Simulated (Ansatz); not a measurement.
# (KCl)2(SnTe)1 [001] superlattice, started as rocksalt type: from the cell to its phonons, part 2 of 2

Task: relax (KCl)2(SnTe)1 [001] superlattice, started as rocksalt type, then find its harmonic phonons.

Ansatz 0.2.0; DFT PBEsol, scalar-relativistic, plane waves, PAW.

So far: The starting structure; Relaxation. The relaxed cell has a = 4.420, c = 19.158 Å (conventional setting).

The structure was built from a prototype and need not be the compound's stable phase.

### Step 3. Tight relaxation

Phonons need a cell at rest on their own settings, so the relaxation is repeated with tight tolerances on forces and stress on the k mesh and occupations of the first response run.

input.yaml

```yaml
crystal:
  lattice:
    - [3.1253125741, 3.1253125741, 0.0]
    - [-3.1253125741, 3.1253125741, 0.0]
    - [3.1253125741, 0.0, 9.5787521634]
  atoms:
    - { symbol: Cl, position: [0.5042333138, 0.4957666862, -0.0084666276] }
    - { symbol: Cl, position: [0.8291000195, 0.1708999805, 0.341799961] }
    - { symbol: K, position: [-0.0065716654, 0.0065716654, 0.0131433307] }
    - { symbol: K, position: [0.3399049987, 0.6600950013, 0.3201900026] }
    - { symbol: Sn, position: [0.6666666667, 0.3333333333, 0.6666666667] }
    - { symbol: Te, position: [0.1666666667, 0.8333333333, 0.6666666667] }
kpoints:
  mp_grid: { grid: [8, 8, 8] }
hamiltonian:
  xc: pbesol
scf:
  occupations: { method: fixed }
output:
  forces: true
  stress: true
  eigenvalues: true
relax:
  adjacent_minimum: "off"
  f_tol: 0.001
  max_steps: 60
  cell: { stress_tol: 0.01 }
```

The run is started by

```sh
ansatz run input.yaml --threads 8 --pin off --max-ram 14336MiB --backend cpu --events-out ev --progress --plain --runs-dir out
```

Numbers of over 12 decimals in the logs are rounded to 6 here.

Output:

```text
[...]
Crystal: 6 atoms, lattice volume = 187.122 Å³
Basis set: ecut = 420 eV, 3697 PW (Γ), exchange–correlation on 60×60×144 points (8 copies of the dense FFT grid, shifted against one another)
Bands: 38, of which v1, the nominal top of the filled ones, is band 31 counted from 1 (30 counted from 0)
Symmetry: 16 space group operations
[...]
k-points: 59 of 512
[...]
- [3.124798, 3.124798, 0.0]
    - [-3.124798, 3.124798, 0.0]
    - [3.124798, 0, 9.587775]
  atoms:
    - { symbol: Cl, position: [0.504316, 0.495684, -0.00863224] }
    - { symbol: Cl, position: [0.829017, 0.170983, 0.341966] }
    - { symbol: K, position: [-0.00649384, 0.00649384, 0.012988] }
    - { symbol: K, position: [0.339827, 0.660173, 0.320346] }
    - { symbol: Sn, position: [0.666667, 0.333333, 0.666667] }
    - { symbol: Te, position: [0.166667, 0.833333, 0.666667] }
[key lines of the parts left out:]
SCF converged after 5 iterations
Free energy (F): -18012.669146 eV
Fermi energy:    6.106042 eV
P = ⅓ Tr σ = -0.0002 GPa (-0.002 kbar)
```

Run time: 9.4 s. Hardware: 8 threads of AMD EPYC 9R14 (Zen 4), shared host; peak memory 0.97 GiB; 68 s of CPU time.

Little changed from the start: no atom moved by 0.005 Å and no cell edge by 0.1 %.

This step gave:

```yaml
pressure: -1.58e-4 GPa
gap_on_the_k_mesh: 0.4720 eV
volume_per_atom: 31.21 Å³
direct_gap_on_mesh: 0.4720 eV
```

The largest force component left is 0.10 meV/Å and the pressure is 0.000 GPa, within the tolerances set. The cell now holds 31.21 Å³/atom.

### Step 4. Modes at Γ

The zone centre is the only wavevector solved here; it holds the modes that light can see, as far as symmetry allows. The response to a homogeneous field gives the Born charges and the dielectric tensor, and its change with displacement the Raman tensors.

input.yaml

```yaml
crystal:
  lattice:
    - [3.1247977111, 3.1247977111, 0.0]
    - [-3.1247977111, 3.1247977111, 0.0]
    - [3.1247977111, 0.0, 9.5877745561]
  atoms:
    - { symbol: Cl, position: [0.5043161203, 0.4956838797, -0.0086322405] }
    - { symbol: Cl, position: [0.8290172131, 0.1709827869, 0.3419655739] }
    - { symbol: K, position: [-0.0064938357, 0.0064938357, 0.0129876715] }
    - { symbol: K, position: [0.3398271691, 0.6601728309, 0.3203456619] }
    - { symbol: Sn, position: [0.6666666667, 0.3333333333, 0.6666666667] }
    - { symbol: Te, position: [0.1666666667, 0.8333333333, 0.6666666667] }
kpoints:
  mp_grid: { grid: [8, 8, 8] }
hamiltonian:
  xc: pbesol
scf:
  occupations: { method: fixed }
output:
  eigenvalues: true
phonons:
  method: dfpt
  dielectric: true
  rigid_motions: translations
  raman: true
```

Output:

```text
Warning: crystal.symmetry: narrowed to the stabiliser of the run's FFT grids — unitary ops 16 → 4. A phonons.method: dfpt run fills in the rows of the dynamical matrix that it does not solve by its symmetry operations, which is exact only for operations that map its FFT grids onto themselves: filled in by any other, the frequencies could depend on the order in which like atoms are typed, or, by more than the grids' own error, on where the crystal sits among the grids' points. Excluded: 12 operations. The run can therefore solve more perturbations, solve them on more k-points, or both, and cost more. [rest of the remark cut]
Engine: ansatz 0.2.0, x86_64-unknown-linux-gnu
Pseudopotentials: kind: paw
Pseudopotential: Cl, paw, valence charge 7, recommended cutoff 420 eV (normal), Cl.paw.azcp
Pseudopotential: K, paw, valence charge 9, recommended cutoff 420 eV (normal), K.paw.azcp
Pseudopotential: Sn, paw, valence charge 14, recommended cutoff 420 eV (normal), Sn.paw.azcp
Pseudopotential: Te, paw, valence charge 16, recommended cutoff 420 eV (normal), Te.paw.azcp
Functional definition: PBEsol
  exchange = pbesol_x
  correlation = pbesol_c
Crystal: 6 atoms, lattice volume = 187.237 Å³
Basis set: ecut = 420 eV, 3697 PW (Γ), exchange–correlation on 60×60×144 points (8 copies of the dense FFT grid, shifted against one another)
Bands: 38, of which v1, the nominal top of the filled ones, is band 31 counted from 1 (30 counted from 0)
Symmetry: 16 space group operations
k-points: 260 of 512 (irreducible under 1 space group operation, time reversal used)
Non-local potential: Cl, projectors of the file, l = 0: 2, l = 1: 2, l = 2: 2
Non-local potential: K, projectors of the file, l = 0: 3, l = 1: 2, l = 2: 2
Non-local potential: Sn, projectors of the file, l = 0: 2, l = 1: 2, l = 2: 2, l = 3: 2
Non-local potential: Te, projectors of the file, l = 0: 2, l = 1: 2, l = 2: 2, l = 3: 2
PAW form: soft (Blöchl's): semilocal exchange-correlation on the pseudo side does not see the compensation charge
PAW frozen core: Cl, regenerated for the run's functional, and the local potential with it (the file was generated under x = pbe(κ = 0.804, μ = 0.219515), c = pbe(β = 0.066725))
PAW frozen core: K, regenerated for the run's functional, and the local potential with it (the file was generated under x = pbe(κ = 0.804, μ = 0.219515), c = pbe(β = 0.066725))
PAW frozen core: Sn, regenerated for the run's functional, and the local potential with it (the file was generated under x = pbe(κ = 0.804, μ = 0.219515), c = pbe(β = 0.066725))
PAW frozen core: Te, regenerated for the run's functional, and the local potential with it (the file was generated under x = pbe(κ = 0.804, μ = 0.219515), c = pbe(β = 0.066725))
PAW one-centre angular grid: Cl, 110 points (default); XC on 64 Gauss nodes
PAW one-centre angular grid: K, 110 points (default); XC on 64 Gauss nodes
PAW one-centre angular grid: Sn, 590 points (default); XC on 64 Gauss nodes
PAW one-centre angular grid: Te, 590 points (default); XC on 64 Gauss nodes
Initial density: superposition of atomic densities (neutral atoms: chi_scale 0, normalization atom), corrected by the library's trained network
Initial wavefunctions: pseudopotential atomic-orbital guess
Functional: x = pbesol(κ = 0.804, μ = 0.123457), c = pbesol(β = 0.046)
SCF iter   1: F=—  HF=-18012.698787 eV  |F-HF|=—  |Δ(HF+E_count)|=         —  Δρ=4.20e-3  dr2=9.02e-2  ethr=1.77e-3  ⟨swp⟩=5.1  Hψ=37633  notcnv=0  defer=1167
preconditioner: auto → Resta (q_TF=auto, 2.269 Å⁻¹)  ε∞=2.9  [insulator: Δε(μ)=0.463 eV  Ē_g=11.990 eV  n_scr=42 (ndim 8)  ℏωp=16.7 eV  f_vac=0.078  ε∞_Penn≈2.9]
SCF iter   2: F=—  HF=-18012.672936 eV  |F-HF|=—  |Δ(HF+E_count)|=   2.59e-2  Δρ=1.50e-3  dr2=1.15e-2  ethr=1.46e-4  ⟨swp⟩=2.6  Hψ=14385  notcnv=0  defer=1299
SCF iter   3: F=—  HF=-18012.669353 eV  |F-HF|=—  |Δ(HF+E_count)|=   3.58e-3  Δρ=4.82e-4  dr2=1.07e-3  ethr=1.85e-5  ⟨swp⟩=3.7  Hψ=13922  notcnv=0  defer=1299
SCF iter   4: F=—  HF=-18012.669132 eV  |F-HF|=—  |Δ(HF+E_count)|=   2.21e-4  Δρ=1.35e-4  dr2=4.85e-5  ethr=1.72e-6  ⟨swp⟩=2.3  Hψ=12780  notcnv=0  defer=1299
SCF iter   5: F=—  HF=-18012.669144 eV  |F-HF|=—  |Δ(HF+E_count)|=   1.12e-5  Δρ=4.56e-5  dr2=4.70e-6  ethr=7.82e-8  ⟨swp⟩=2.0  Hψ=17378  notcnv=0  defer=1254
SCF iter   6: F=—  HF=-18012.669146 eV  |F-HF|=—  |Δ(HF+E_count)|=   2.45e-6  Δρ=9.02e-6  dr2=2.50e-7  ethr=7.59e-9  ⟨swp⟩=2.1  Hψ=17831  notcnv=0  defer=941
SCF iter   7: F=—  HF=-18012.669146 eV  |F-HF|=—  |Δ(HF+E_count)|=   2.67e-7  Δρ=2.71e-6  dr2=1.62e-8  ethr=4.04e-10  ⟨swp⟩=2.0  Hψ=12178  notcnv=0  defer=946
SCF iter   8: F=—  HF=-18012.669146 eV  |F-HF|=—  |Δ(HF+E_count)|=   1.72e-8  Δρ=8.06e-7  dr2=1.78e-9  ethr=2.62e-11  ⟨swp⟩=2.0  Hψ=15558  notcnv=0  defer=948
SCF iter   9: F=—  HF=-18012.669146 eV  |F-HF|=—  |Δ(HF+E_count)|=  4.26e-10  Δρ=2.29e-7  dr2=1.27e-10  ethr=2.87e-12  ⟨swp⟩=2.0  Hψ=17378  notcnv=0  defer=948
SCF iter  10: F=-18012.669146 eV  HF=-18012.669146 eV  |F-HF|=7.28e-12  |Δ(HF+E_count)|=  1.75e-10  Δρ=6.99e-8  dr2=1.08e-11  ethr=1.00e-12  ⟨swp⟩=17.0  Hψ=71875  notcnv=0
SCF 1 converged in 10 iterations: F = -18012.669146 eV  dr2 = 1.08e-11
[...]
NSCF: frozen V_eff on 3 k-points
DFPT response loops at Γ: preconditioner auto → Resta (q_TF=auto, 2.269 Å⁻¹)  ε∞=11.3 (no band partly filled); β = 1.00, the filter's whole step (`scf.mixing.beta` (0.50) is not read by the response loops at its default; to damp them type it under 1.00, their step now; it binds the ground state too); Broyden in place of MSR1
── the response to a field inside a basis, on 14×14×8 k-points: an SCF that follows is theirs, and a resumed run solves both again ──
Bands: 32, of which v1, the nominal top of the filled ones, is band 31 counted from 1 (30 counted from 0)
k-points: 420
[...]
Eigensolver: Dense (420 Hₖ)
[...]
SCF 1 converged in 6 iterations: F = -18012.628660 eV  dr2 = 6.12e-11
DFPT response loops at Γ: preconditioner auto → Resta (q_TF=auto, 2.269 Å⁻¹)  ε∞=10.8 (no band partly filled); β = 1.00, the filter's whole step (`scf.mixing.beta` (0.50) is not read by the response loops at its default; to damp them type it under 1.00, their step now; it binds the ground state too); Broyden in place of MSR1
DFPT response loops at Γ: mixed as the last ones told, above
```

Run time: 34 min. Hardware: 8 threads; peak memory 8.3 GiB.

The run was cut off at the time limit after its SCF cycle had converged; no result of it is taken.

The program's message: “Warning: rende”

### Step 5. Zone-centre response

The zone centre is the only wavevector solved here; it holds the modes that light can see, as far as symmetry allows. No field response is asked.

Changes to input.yaml since step 4:

```diff
@@ -22,4 +22 @@
   method: dfpt
-  dielectric: true
-  rigid_motions: translations
-  raman: true
```

Output:

```text
[...]
Crystal: 6 atoms, lattice volume = 187.237 Å³
Basis set: ecut = 420 eV, 3697 PW (Γ), exchange–correlation on 60×60×144 points (8 copies of the dense FFT grid, shifted against one another)
Bands: 38, of which v1, the nominal top of the filled ones, is band 31 counted from 1 (30 counted from 0)
Symmetry: 16 space group operations
[...]
The last average, over the group as it would stand without the narrowing to the FFT grids, took up to 7.455e-6 eV/Å² of the zone centre's force constants
  ASR residual per site (eV/Å²): 4.25e-5 4.25e-5 3.79e-5 3.79e-5 5.18e-5 3.09e-5
  Γ frequencies (cm⁻¹): -56.22 -56.22 0.00 0.00 0.00 38.45 39.68 39.68 50.23 50.23 80.63 127.29 137.85 137.85 139.35 139.35 143.19 146.53
  non-analytic LO–TO correction: not included (Born effective charges unavailable; polar crystals: no LO–TO splitting at Γ)
[key lines of the parts left out:]
SCF converged after 10 iterations
Free energy (F): -18012.669146 eV
Fermi energy:    6.106042 eV
```

Elapsed: 98 s, on 8 threads; peak memory 3.7 GiB; 11 min of CPU time.

This step gave:

- sum-rule residual before enforcement: 5.18e-5 eV/Å²
- point group: 4/mmm
- highest optical mode at the zone centre (no LO-TO term): 146.5 cm⁻¹
- lowest optical zone-centre mode: -56.22 cm⁻¹

Before it was imposed, the acoustic sum rule was missed by 5.2e-5 eV/Å². Small misses are needed for a sound result but don't prove that mesh and cutoff are converged. The lowest optical mode is imaginary, 56.2i cm⁻¹, so the energy falls along it.

### Step 6. Another isotope, element Cl, natural mass 35.45 amu

An isotope changes the mass and not the force constants, so no new electronic calculation is needed; the shifts show which modes move this element.

The same force constants with the mass of Cl changed from 35.450 to 36.966 u (phonopy, no LO-TO term). Both lists are sorted by frequency; levels can cross, so a row need not hold one and the same mode. Modes under 3 cm⁻¹ are left out. Isotope shifts, by row:

| q | rank | natural mass (cm⁻¹) | changed mass (cm⁻¹) |
| --- | --- | --- | --- |
| 0 0 0 | 1 | -56.22 | -56.21 |
| 0 0 0 | 2 | -56.22 | -56.21 |
| 0 0 0 | 6 | 38.45 | 38.05 |
| 0 0 0 | 7 | 39.68 | 39.48 |
| 0 0 0 | 8 | 39.68 | 39.48 |
| 0 0 0 | 9 | 50.23 | 49.76 |
| 0 0 0 | 10 | 50.23 | 49.76 |
| 0 0 0 | 11 | 80.63 | 80.19 |
| 0 0 0 | 12 | 127.3 | 125.2 |
| 0 0 0 | 13 | 137.8 | 136.2 |
| 0 0 0 | 14 | 137.8 | 136.2 |
| 0 0 0 | 15 | 139.3 | 137.7 |
| 0 0 0 | 16 | 139.3 | 137.7 |
| 0 0 0 | 17 | 143.2 | 143 |
| 0 0 0 | 18 | 146.5 | 145.9 |

A mode of this element alone would shift by -2.07 %. The highest zone-centre frequency without the field goes from 146.5 to 145.9 cm⁻¹ (-0.4 %).

### Step 7. Another isotope, element K, natural mass 39.0983 amu

The same for K, from 39.10 to 40.96 u.

The same force constants with the mass of K changed from 39.098 to 40.962 u (phonopy, no LO-TO term). Both lists are sorted by frequency; levels can cross, so a row need not hold one and the same mode. Modes under 3 cm⁻¹ are left out. Isotope shifts, by row:

| q | rank | natural mass (cm⁻¹) | changed mass (cm⁻¹) |
| --- | --- | --- | --- |
| 0 0 0 | 1 | -56.22 | -56.21 |
| 0 0 0 | 2 | -56.22 | -56.21 |
| 0 0 0 | 6 | 38.45 | 38.43 |
| 0 0 0 | 7 | 39.68 | 39.32 |
| 0 0 0 | 8 | 39.68 | 39.32 |
| 0 0 0 | 9 | 50.23 | 49.56 |
| 0 0 0 | 10 | 50.23 | 49.56 |
| 0 0 0 | 11 | 80.63 | 80.59 |
| 0 0 0 | 12 | 127.3 | 126.5 |
| 0 0 0 | 13 | 137.8 | 136.6 |
| 0 0 0 | 14 | 137.8 | 136.6 |
| 0 0 0 | 15 | 139.3 | 138 |
| 0 0 0 | 16 | 139.3 | 138 |
| 0 0 0 | 17 | 143.2 | 140.7 |
| 0 0 0 | 18 | 146.5 | 144.1 |

A mode of this element alone would shift by -2.30 %. The highest zone-centre frequency without the field goes from 146.5 to 144.1 cm⁻¹ (-1.7 %).

### Step 8. Isotope substitution, element Sn, natural mass 118.71 amu

The same for Sn, from 118.71 to 123.91 u.

A mode of this element alone would shift by -2.12 %. The highest zone-centre frequency without the field goes from 146.5 to 146.5 cm⁻¹ (+0.0 %).

### Step 9. Another isotope, element Te, natural mass 127.6 amu

The same for Te, from 127.60 to 129.91 u.

A mode of this element alone would shift by -0.89 %. The highest zone-centre frequency without the field goes from 146.5 to 146.5 cm⁻¹ (+0.0 %).

### Step 10. Outcome

| Property | Result |
| --- | --- |
| space group after relaxation (within 0.01 Å) | I4/mmm |
| volume per atom | 31.2 Å³ |
| gap on the k-mesh | 0.472 eV |
| highest optical mode at the zone centre (no LO-TO term) | 147 cm⁻¹ |
| lowest optical zone-centre mode | -56.2 cm⁻¹ |
| imaginary modes at Γ (the only wavevector solved) | yes |

In words: A zone-centre mode is imaginary (56.2i cm⁻¹), so this structure is not a minimum of the energy. Without the field, the optical modes at Γ span -56 to 147 cm⁻¹ (negative means imaginary). No dispersion was computed. Spin-orbit coupling is left out, which can matter for the heavy elements here. The starting cell was built on a prototype and not taken from a measurement, so the phase need not exist. These are harmonic frequencies at zero temperature: anharmonic shifts, linewidths and thermal expansion are left out.

[Logs are printed without paths, hosts, clocks, repeated set-up lines and the standing remarks that a program may print on its own settings, such as how far it seeks lower states.]

[Hosts, paths, dates, database ids (printed as entryN), source tags and the programs' standing remarks are cut or masked in the printed files.]
